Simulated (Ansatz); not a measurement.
**Tc of HfB2 (P6/mmm) from its phonons**

Wanted: λ, ω_log and Tc of HfB2 (P6/mmm). The cell shown first is a relaxed one, from steps not shown here.

Calculated with Ansatz 0.2.0; DFT PBE, scalar-relativistic, plane waves, PAW; PAW set soft_1.

### 1. The cell after earlier relaxation steps

Symmetry: P6/mmm, No. 191, hexagonal system. Conventional cell: a = 3.144 Å, b = 3.144 Å, c = 3.490 Å, α = 90.00°, β = 90.00°, γ = 120.00°. Nearest to Hf lie 12 B at 2.52 Å. Nearest to B lie 3 B at 1.82 Å and 6 Hf at 2.52 Å. Farther neighbours are not listed.

Structure file:

```cif
data_structure
_symmetry_space_group_name_H-M 'P6/mmm'
_symmetry_Int_Tables_number 191
_cell_length_a 3.1439
_cell_length_b 3.1439
_cell_length_c 3.4900
_cell_angle_alpha 90.000
_cell_angle_beta 90.000
_cell_angle_gamma 120.000
_cell_volume 29.87
loop_
_atom_site_label
_atom_site_type_symbol
_atom_site_symmetry_multiplicity
_atom_site_Wyckoff_symbol
_atom_site_fract_x
_atom_site_fract_y
_atom_site_fract_z
_atom_site_occupancy
Hf1 Hf 1 a 0.00000 0.00000 0.00000 1
B1 B 2 d 0.33333 0.66667 0.50000 1
```

### 2. Resistivity: q 3×3×2, k 9×9×6, scattering 12×12×12

The run that gives the couplings also evaluates McMillan's and Allen and Dynes's formulas and, where asked, the Eliashberg equations, over a range of μ*.

input.yaml

```yaml
crystal:
  lattice:
    - [3.1439123296, 0.0, 0.0]
    - [-1.5719561648, 2.7227079448, 0.0]
    - [0.0, 0.0, 3.4899585409]
  atoms:
    - { symbol: Hf, position: [0.0, 0.0, 0.0] }
    - { symbol: B, position: [0.3333333333, 0.6666666667, 0.5] }
    - { symbol: B, position: [0.6666666667, 0.3333333333, 0.5] }
kpoints:
  mp_grid: { grid: [9, 9, 6] }
hamiltonian:
  xc: pbe
  pseudopotentials: { kind: paw, azcp: { folder: soft_1 } }
scf:
  occupations: { method: methfessel_paxton, width: 0.2 }
output:
  eigenvalues: true
phonons:
  method: dfpt
  qmesh: [3, 3, 2]
  temperatures: { t_max: 1000, t_step: 50 }
  qpath:
    path:
      - [[0.0, 0.0, 0.0], [0.5, 0.0, 0.0], [0.33333333, 0.33333333, 0.0], [0.0, 0.0, 0.0], [0.0, 0.0, 0.5], [0.5, 0.0, 0.5], [0.33333333, 0.33333333, 0.5], [0.0, 0.0, 0.5]]
      - [[0.5, 0.0, 0.5], [0.5, 0.0, 0.0]]
      - [[0.33333333, 0.33333333, 0.5], [0.33333333, 0.33333333, 0.0]]
    npoints: 10
  electrical_resistivity:
    mesh: [12, 12, 12]
    temperatures: [20.0, 50.0, 77.0, 100.0, 150.0, 200.0, 300.0, 400.0, 600.0, 800.0]
  superconductivity: { mesh: [12, 12, 12] }
```

On the command line:

```sh
> ansatz run input.yaml --threads 4 --pin off --max-ram 12288MiB --backend cpu --events-out ev --progress --plain --runs-dir out
```

Numbers of over 12 decimals in the logs are rounded to 6 here.

The program printed:

```text
Warning: phonons: the dynamical matrix that this run interpolates holds no multipole term above the dipole-dipole one, and a site of this crystal is no centre of inversion, so its interpolated transverse optical and acoustic branches and sound speeds can stay off near Gamma, and the density of states and the thermodynamics with them. What a run solves at a wave vector of phonons.qpoints, Gamma apart, where the deck admits one, is free of this, and under fd what a larger phonons.supercell samples
Engine: ansatz 0.2.0, aarch64-unknown-linux-gnu
Pseudopotentials: kind: paw
Pseudopotential: Hf, paw, valence charge 26, recommended cutoff 420 eV (normal), soft_1/Hf.paw.azcp
Pseudopotential: B, paw, valence charge 3, recommended cutoff 420 eV (normal), soft_1/B.paw.azcp
Functional definition: PBE
  parameter kappa = 0.804
  parameter beta = 0.066725
  exchange = pbe_x(kappa = kappa, mu = beta*pi^2/3)
  correlation = pbe_c(beta = beta)
Crystal: 3 atoms, lattice volume = 29.874 Å³
Basis set: ecut = 420 eV, 563 PW (Γ), exchange–correlation on 48×48×48 points (8 copies of the dense FFT grid, shifted against one another)
Bands: 20, of which v1, the nominal top of the filled ones, is band 16 counted from 1 (15 counted from 0)
Symmetry: 24 space group operations
k-points: 48 of 486
Non-local potential: Hf, projectors of the file, l = 0: 3, l = 1: 2, l = 2: 2, l = 3: 3
Non-local potential: B, projectors of the file, l = 0: 2, l = 1: 2, l = 2: 1
PAW form: soft (Blöchl's): semilocal exchange-correlation on the pseudo side does not see the compensation charge
PAW one-centre angular grid: Hf, 590 points (default); XC on 64 Gauss nodes
PAW one-centre angular grid: B, 110 points (default); XC on 64 Gauss nodes
Initial density: superposition of atomic densities (chi_scale 0.1, normalization cell, long waves kept (reshape's long-wave potential 0.00 eV rms))
Initial wavefunctions: pseudopotential atomic-orbital guess
Functional: x = pbe(κ = 0.804, μ = 0.219515), c = pbe(β = 0.066725)
SCF iter   1: F=—  HF=-16037.735468 eV  |F-HF|=—  |Δ(HF+E_count)|=         —  Δρ=6.69e-2  dr2=2.17e0  ethr=3.10e-3  ⟨swp⟩=4.2  Hψ=3847  notcnv=0
preconditioner: auto → none  [metal: Δε(μ)=0.131 eV  Ē_g=16.637 eV  σ=0.200 eV  W_gap=0.47  n_scr=8 (ndim 8)  ℏωp=37.2 eV  f_vac=0.000  D(μ)=0.54/eV (n_scr^D=2)  sad-step TF]
SCF iter   2: F=—  HF=-16037.253324 eV  |F-HF|=—  |Δ(HF+E_count)|=   4.82e-1  S|Δr|=    0.00e0  Δρ=3.55e-2  dr2=6.18e-1  ethr=3.10e-3  ⟨swp⟩=3.0  Hψ=2050  notcnv=0
SCF iter   3: F=—  HF=-16037.110422 eV  |F-HF|=—  |Δ(HF+E_count)|=   1.43e-1  S|Δr|=    0.00e0  Δρ=1.08e-2  dr2=2.18e-2  ethr=1.93e-3  ⟨swp⟩=2.1  Hψ=2006  notcnv=0
SCF iter   4: F=—  HF=-16037.048772 eV  |F-HF|=—  |Δ(HF+E_count)|=   6.17e-2  S|Δr|=    0.00e0  Δρ=3.21e-3  dr2=1.48e-3  ethr=6.81e-5  ⟨swp⟩=2.6  Hψ=2003  notcnv=0
SCF iter   5: F=—  HF=-16037.052154 eV  |F-HF|=—  |Δ(HF+E_count)|=   3.38e-3  S|Δr|=    0.00e0  Δρ=9.79e-4  dr2=3.40e-4  ethr=4.62e-6  ⟨swp⟩=2.0  Hψ=1779  notcnv=0
SCF iter   6: F=—  HF=-16037.051894 eV  |F-HF|=—  |Δ(HF+E_count)|=   2.61e-4  S|Δr|=    0.00e0  Δρ=1.39e-4  dr2=9.88e-6  ethr=1.06e-6  ⟨swp⟩=2.0  Hψ=1729  notcnv=0
SCF iter   7: F=—  HF=-16037.051891 eV  |F-HF|=—  |Δ(HF+E_count)|=   3.00e-6  S|Δr|=    0.00e0  Δρ=3.21e-5  dr2=3.03e-7  ethr=3.09e-8  ⟨swp⟩=2.6  Hψ=1691  notcnv=0
SCF iter   8: F=—  HF=-16037.051888 eV  |F-HF|=—  |Δ(HF+E_count)|=   2.48e-6  S|Δr|=    0.00e0  Δρ=2.81e-6  dr2=8.11e-10  ethr=9.48e-10  ⟨swp⟩=2.6  Hψ=1737  notcnv=0
SCF iter   9: F=-16037.051888 eV  HF=-16037.051888 eV  |F-HF|=9.09e-12  |Δ(HF+E_count)|=  3.91e-10  S|Δr|=    0.00e0  Δρ=1.95e-7  dr2=6.40e-12  ethr=1.00e-12  ⟨swp⟩=5.6  Hψ=6103  notcnv=0
SCF 1 converged in 9 iterations: F = -16037.051888 eV  dr2 = 6.40e-12
  greatest PAW one-centre occupation: 0.998 electrons in one spin orbital (limit 2), on the Hf atom at site 0 (counted from 0), in its partial waves of l = 0
Initial density: read from a saved state, or passed on in memory by an earlier SCF of this step, an earlier step, the calling program or the single point that the run made first
iter 1 solved again at ethr=4.09e-9 eV; its pass at ethr=3.10e-3 eV (dr2=1.31e-6 eV) is discarded
[...]
eigensolver tolerance schedule: the retry pair's looser diagonalisation over-reported the residual by 240415.82 of it (diagonalisation noise at 0.47 of the residual, at the tolerance the schedule requests for it); recorded, not acted on — ethr = c·dr2/N_el stays at c = 1.0e-1
preconditioner: auto → none  [insulator: Δε(μ)=0.138 eV  Ē_g=17.448 eV  σ=0.200 eV  W_gap=0.55  n_scr=8 (ndim 8)  ℏωp=37.2 eV  f_vac=0.000  D(μ)=0.48/eV (n_scr^D=0)  ε∞_Penn≈5.5]
SCF iter   2: F=-16037.051888 eV  HF=-16037.051888 eV  |F-HF|=0.00e0  |Δ(HF+E_count)|=   6.00e-8  S|Δr|=    0.00e0  Δρ=1.46e-7  dr2=3.21e-12  ethr=1.00e-12  ⟨swp⟩=4.2  Hψ=4941  notcnv=0
SCF 2 converged in 2 iterations: F = -16037.051888 eV  dr2 = 3.21e-12
phonons: the bands overlap, so this run is a metal and interpolates without the dipole-dipole term. If the crystal is really an insulator or semiconductor, its LO-TO splitting is missing
NSCF: frozen V_eff on 48 k-points
NSCF: frozen V_eff on 100 k-points
DFPT response loops at q = (0, 0, 0) (fractional): preconditioner auto → Kerker (q_TF=auto, 2.760 Å⁻¹) (partly filled bands, converged f_vac=0.000); β = 1.00, the filter's whole step (`scf.mixing.beta` (0.50) is not read by the response loops under this deck's `scf.mixing.preconditioner`; to damp them name `kerker` or `kerker_dos`, under which they read `scf.mixing.beta`, and type it under 1.00, their step now; both keys bind the ground state too); Broyden in place of MSR1
NSCF: frozen V_eff on 200 k-points
DFPT response loops at q = (0, 0, -0.5) (fractional): mixed as the last ones told, above
NSCF: frozen V_eff on 360 k-points
DFPT response loops at q = (0, 0.333333, 0) (fractional): mixed as the last ones told, above
NSCF: frozen V_eff on 360 k-points
DFPT response loops at q = (0, 0.333333, -0.5) (fractional): mixed as the last ones told, above
NSCF: frozen V_eff on 360 k-points
DFPT response loops at q = (0.333333, 0.333333, 0) (fractional): mixed as the last ones told, above
NSCF: frozen V_eff on 360 k-points
DFPT response loops at q = (0.333333, 0.333333, -0.5) (fractional): mixed as the last ones told, above
SCF iter   1: F=—  HF=-16037.735468 eV  |F-HF|=—  |Δ(HF+E_count)|=         —  Δρ=6.69e-2  dr2=2.17e0  ethr=3.10e-3  ⟨swp⟩=4.2  Hψ=3847  notcnv=0
SCF iter   2: F=—  HF=-16037.253324 eV  |F-HF|=—  |Δ(HF+E_count)|=   4.82e-1  S|Δr|=    0.00e0  Δρ=3.55e-2  dr2=6.18e-1  ethr=3.10e-3  ⟨swp⟩=3.0  Hψ=2050  notcnv=0
[...]
200.00      2.7655e0              no      2.6729e0      2.6729e0      2.9508e0        2.9409e0          2.7324e0
    300.00      5.4045e0              no      5.2290e0      5.2290e0      5.7554e0        5.6217e0          5.3256e0
    400.00      8.2195e0              no      7.9539e0      7.9539e0      8.7507e0        8.4463e0          8.0895e0
    600.00      1.3753e1              no      1.3267e1      1.3267e1      1.4725e1        1.4103e1          1.3516e1
    800.00      1.9101e1              no      1.8330e1      1.8330e1      2.0644e1        1.9770e1          1.8744e1
  mean free path at 20 K (of a tensor a third of its trace): 528157 nm by what each carries, 418680 by the Fermi surface alone
  Hall coefficient in a weak field at 20 K (a third of the trace): -2.321e-9 m³/C (as a tensor it moves by 18.4 % between the two finest meshes); by each state's relaxation time: -2.784e-9 m³/C; by a constant relaxation time: -1.781e-9 m³/C
  mean free path at 50 K (of a tensor a third of its trace): 3598 nm by what each carries, 2919 by the Fermi surface alone
  Hall coefficient in a weak field at 50 K (a third of the trace): -2.177e-9 m³/C (as a tensor it moves by 14.4 % between the two finest meshes); by each state's relaxation time: -2.220e-9 m³/C; by a constant relaxation time: -1.777e-9 m³/C
  mean free path at 77 K (of a tensor a third of its trace): 731 nm by what each carries, 619 by the Fermi surface alone
  Hall coefficient in a weak field at 77 K (a third of the trace): -2.054e-9 m³/C (as a tensor it moves by 12.3 % between the two finest meshes); by each state's relaxation time: -2.012e-9 m³/C; by a constant relaxation time: -1.778e-9 m³/C
  mean free path at 100 K (of a tensor a third of its trace): 362 nm by what each carries, 319 by the Fermi surface alone
  Hall coefficient in a weak field at 100 K (a third of the trace): -1.980e-9 m³/C (as a tensor it moves by 11.9 % between the two finest meshes); by each state's relaxation time: -1.902e-9 m³/C; by a constant relaxation time: -1.780e-9 m³/C
  mean free path at 150 K (of a tensor a third of its trace): 156 nm by what each carries, 142 by the Fermi surface alone
  Hall coefficient in a weak field at 150 K (a third of the trace): -1.901e-9 m³/C (as a tensor it moves by 12.0 % between the two finest meshes); by each state's relaxation time: -1.802e-9 m³/C; by a constant relaxation time: -1.784e-9 m³/C
  mean free path at 200 K (of a tensor a third of its trace): 92.1 nm by what each carries, 84.8 by the Fermi surface alone
  Hall coefficient in a weak field at 200 K (a third of the trace): -1.862e-9 m³/C (as a tensor it moves by 12.4 % between the two finest meshes); by each state's relaxation time: -1.761e-9 m³/C; by a constant relaxation time: -1.788e-9 m³/C
  mean free path at 300 K (of a tensor a third of its trace): 46.4 nm by what each carries, 43.4 by the Fermi surface alone
  Hall coefficient in a weak field at 300 K (a third of the trace): -1.805e-9 m³/C (as a tensor it moves by 13.1 % between the two finest meshes); by each state's relaxation time: -1.706e-9 m³/C; by a constant relaxation time: -1.793e-9 m³/C
  mean free path at 400 K (of a tensor a third of its trace): 30.2 nm by what each carries, 28.5 by the Fermi surface alone
  Hall coefficient in a weak field at 400 K (a third of the trace): -1.774e-9 m³/C (as a tensor it moves by 13.8 % between the two finest meshes); by each state's relaxation time: -1.678e-9 m³/C; by a constant relaxation time: -1.797e-9 m³/C
  mean free path at 600 K (of a tensor a third of its trace): 18.1 nm by what each carries, 17.1 by the Fermi surface alone
  Hall coefficient in a weak field at 600 K (a third of the trace): -1.771e-9 m³/C (as a tensor it moves by 14.8 % between the two finest meshes); by each state's relaxation time: -1.672e-9 m³/C; by a constant relaxation time: -1.799e-9 m³/C
  mean free path at 800 K (of a tensor a third of its trace): 13.1 nm by what each carries, 12.3 by the Fermi surface alone
  Hall coefficient in a weak field at 800 K (a third of the trace): -1.786e-9 m³/C (as a tensor it moves by 15.4 % between the two finest meshes); by each state's relaxation time: -1.677e-9 m³/C; by a constant relaxation time: -1.788e-9 m³/C
  the resistivity times a path that all electrons share, by the Fermi surface of the deck's mesh alone (a third of the trace): 2.340e-15 Ω·m²
  not converged in the mesh (λ; λ_tr; the resistivity at 20 K by 82.38 %; the resistivity at 50 K by 29.76 %; the resistivity at 77 K by 23.65 %; the resistivity at 100 K by 21.72 %; the resistivity at 150 K by 19.99 %; the resistivity at 200 K by 18.86 %; the resistivity at 300 K by 17.08 %; the resistivity at 400 K by 15.89 %; the resistivity at 600 K by 14.36 %; the resistivity at 800 K by 13.15 %): between neighb [...]
  vibrations of 18 cells: unjudged by the run; compare a larger repeat
  the changes of the potential over all sites missed a rigid shift's by 0.00 % (the site terms' by 0.06 %)
  between the force constants' wavevectors the phonons are obtained by Fourier interpolation alone: along a vector of fewer than three repeats the shortest translation of the supercell is 6.980 Å, and under 7.500 Å the phonon self-energy is left out by default: enlarge phonons.supercell (under dfpt, phonons.qmesh)
--- Superconductivity: potentials and phonons of a 3×3×2 supercell ---
           mesh         λ    ħω_log (meV)  μ* declared at (meV)
       12×12×12    0.1227          38.162               55.393
          6×6×6    0.1144          40.615               57.261
          3×3×3    0.1287          42.597               66.756
  λ by the species' shares of the modes' patterns: Hf 0.0628, B 0.0599
  with the Fermi level up to 100.0 meV (the hardest mode) off, states and modes as they are: density of states 0.1097 to 0.1378 /eV of one spin and cell, λ 0.1021 to 0.1346
  transition temperature on the deck's mesh (K), isotropic and anisotropic, restricted to the Fermi surface (FSR) and over the full bandwidth (FBW), and the last with the density of states resolved in a narrower window:
        μ*   McMillan   Allen–Dynes      iso. FSR      iso. FBW    aniso. FSR    aniso. FBW  narrow window
      0.08      0.000         0.000    none_found    none_found    none_found    none_found     none_found
      0.10      0.000         0.000    none_found    none_found    none_found    none_found     none_found
      0.12          -             -    none_found    none_found    none_found    none_found     none_found
      0.13          -             -    none_found    none_found    none_found    none_found     none_found
      0.14          -             -    none_found    none_found    none_found    none_found     none_found
      0.16          -             -    none_found    none_found    none_found    none_found     none_found
      0.20          -             -    none_found    none_found    none_found    none_found     none_found
  none_found: no transition down to 0.1 K
  isotope coefficients −∂ln Tc/∂ln M under μ* = 0.13, the force constants as they are, of the isotropic transitions restricted to the Fermi surface and over the full bandwidth: Hf - and -, B - and -
  not converged in the mesh (λ): between neighbouring meshes, the two finest first, λ moves by 6.77 % and 12.49 % and the anisotropic transition temperature over the full bandwidth at μ* = 0.13 by nothing (neither mesh has one) and nothing (neither mesh has one); converged means that the two finest part by at most 2.00 % and 5.00 %
  vibrations of 18 cells: unjudged by the run; compare a larger repeat
  the changes of the potential over all sites missed a rigid shift's by 0.00 % (the site terms' by 0.06 %)
  between the force constants' wavevectors the phonons are obtained by Fourier interpolation alone: along a vector of fewer than three repeats the shortest translation of the supercell is 6.980 Å, and under 7.500 Å the phonon self-energy is left out by default: enlarge phonons.supercell (under dfpt, phonons.qmesh)
[key lines of the parts left out:]
SCF converged after 9 iterations
Free energy (F): -16037.051888 eV
Fermi energy:    19.168275 eV
```

Wall time 95 s (4 threads of Arm Neoverse V1, shared host); peak memory 0.67 GiB; 5.9 min of CPU time.

Reading the cycles: dr2 is the Hartree energy of the density residual (eV), the measure of convergence; HF is the Harris–Foulkes estimate of the energy, which meets the free energy F at convergence.

Numbers from this step:

- volume per atom: 9.958 Å³/atom
- metallic on mesh: yes
- gap on the k-mesh: 0 eV
- zero point energy: 0.2613 eV/cell
- share of imaginary modes in the plain interpolation between solved wavevectors: 0
- highest frequency, solved or plainly interpolated: 806.3 cm⁻¹
- Debye temperature (second moment): 973 K
- resistivity at 300 K: 5.404 μΩ cm, mean of the axes
- coupling constant λ: 0.1227
- density of states at the Fermi level: 0.1284 states/eV a spin and cell
- log mean phonon energy ħω_log: 38.16 meV
- transport coupling constant λ_tr: 0.1247, 0.1247, 0.1361 (xx, yy, zz)
- Drude plasma energy: 4.49, 4.49, 4.516 eV (xx, yy, zz)
- resistivity times mean free path: 23.51, 23.51, 23.17 × 10⁻¹⁶ Ω m² (xx, yy, zz)
- second-moment phonon energy ħω₂: 55.39 meV

An empty cell: under 1 mK by a formula, or no transition down to the floor of the Eliashberg search. Transition temperatures:

```tsv
μ*	McMillan Tc (K)	Allen–Dynes Tc (K)
0.08	-	-
0.1	-	-
0.12	-	-
0.13	-	-
0.14	-	-
0.16	-	-
0.2	-	-
```

The Eliashberg function α²F has structure finer than the step of the table below, so its rows give means over 2.5 meV, whole bins alone (the curve runs from 0.39 to 99.6 meV). Peaks (meV: height): α²F 21.48: 0.184, 67.56: 0.167, 82.39: 0.0553, 94.11: 0.115, 98.79: 0.149; α²F tr 21.48: 0.198, 67.56: 0.197, 82.39: 0.0656, 94.11: 0.130, 98.79: 0.126.

Eliashberg function α²F against phonon energy; means over each step:

```tsv
phonon energy (meV)	α²F	α²F tr
2.5	0	0
5.0	1.0e-4	1.0e-4
7.5	5.3e-4	3.8e-4
10.0	0.00124	9.3e-4
12.5	0.00272	0.00222
15.0	0.00626	0.00577
17.5	0.0195	0.0196
20.0	0.104	0.110
22.5	0.112	0.114
25.0	0.0141	0.0154
27.5	0	0
30.0	0	0
32.5	0	0
35.0	0	0
37.5	0	0
40.0	0	0
42.5	0	0
45.0	0	0
47.5	0	0
50.0	9.6e-6	3.8e-6
52.5	0.00145	8.4e-4
55.0	0.00675	0.00524
57.5	0.00978	0.00940
60.0	0.0170	0.0179
62.5	0.0398	0.0449
65.0	0.110	0.113
67.5	0.144	0.162
70.0	0.0953	0.104
72.5	0.0677	0.0698
75.0	0.0327	0.0333
77.5	0.0181	0.0189
80.0	0.0200	0.0226
82.5	0.0350	0.0399
85.0	0.0176	0.0186
87.5	0.00945	0.0123
90.0	0.0274	0.0332
92.5	0.0562	0.0650
95.0	0.0766	0.0850
97.5	0.0740	0.0716
```

The Eliashberg function α²F has structure finer than the step of the table below, so its rows give means over 2.5 meV, whole bins alone (the curve runs from 0.39 to 99.6 meV). Peaks (meV: height): α²F 21.48: 0.184, 67.56: 0.167, 82.39: 0.0553, 94.11: 0.115, 98.79: 0.149; Hf 21.48: 0.183; B 67.56: 0.166, 82.39: 0.0552, 94.11: 0.115, 98.79: 0.149.

The Eliashberg function α²F by phonon energy; means over each step:

```tsv
phonon energy (meV)	α²F	Hf	B
2.5	0	0	0
5.0	1.0e-4	1.0e-4	0
7.5	5.3e-4	4.9e-4	3.8e-5
10.0	0.00124	0.00113	1.0e-4
12.5	0.00272	0.00253	1.8e-4
15.0	0.00626	0.00595	2.8e-4
17.5	0.0195	0.0190	5.0e-4
20.0	0.104	0.103	8.5e-4
22.5	0.112	0.111	4.1e-4
25.0	0.0141	0.0140	3.8e-5
27.5	0	0	0
30.0	0	0	0
32.5	0	0	0
35.0	0	0	0
37.5	0	0	0
40.0	0	0	0
42.5	0	0	0
45.0	0	0	0
47.5	0	0	0
50.0	9.6e-6	0	9.6e-6
52.5	0.00145	4.1e-5	0.00141
55.0	0.00675	3.4e-4	0.00643
57.5	0.00978	3.5e-4	0.00945
60.0	0.0170	5.0e-4	0.0165
62.5	0.0398	7.7e-4	0.0390
65.0	0.110	0.00104	0.108
67.5	0.144	5.5e-4	0.144
70.0	0.0953	1.7e-4	0.0951
72.5	0.0677	8.5e-5	0.0677
75.0	0.0327	3.2e-5	0.0326
77.5	0.0181	0	0.0180
80.0	0.0200	6.4e-5	0.0199
82.5	0.0350	1.0e-4	0.0350
85.0	0.0176	2.4e-5	0.0175
87.5	0.00945	0	0.00945
90.0	0.0274	0	0.0274
92.5	0.0562	4.1e-5	0.0562
95.0	0.0766	8.4e-5	0.0765
97.5	0.0740	0	0.0740
```

### 3. What came out

```json
{"meshes": "q 3×3×2, k 9×9×6, scattering 12×12×12", "coupling constant λ": "0.123", "log mean phonon energy ħω_log": "38.2 meV"}
```

**Reading.** In the last run (PBE, q 3×3×2, k 9×9×6, scattering 12×12×12), with λ = 0.12 and ħω_log = 38.2 meV, Tc at μ* = 0.13 is under 1 mK by the formulas. In that run Allen and Dynes's formula gives no transition above 0.05 K at μ* = 0.10 or more. By the run's own test λ is not converged in the fine mesh: it moves by 7 % between the two finest. The run's transport test calls it not converged in the mesh; ρ(300 K) moves by 17 % in the component that moves most. These meshes are coarse. No spin–orbit coupling, which matters for Hf. μ* is a typed number, phonons are harmonic, and spin fluctuations are left out; with λ this near or under μ*(1 + 0.62 λ), the formulas give Tc only to its order of magnitude, or none.

[Logs are printed without paths, hosts, clocks, repeated set-up lines and the standing remarks that a program may print on its own settings, such as how far it seeks lower states.]

[Hosts, paths, dates, database ids (printed as entryN), source tags and the programs' standing remarks are cut or masked in the printed files.]
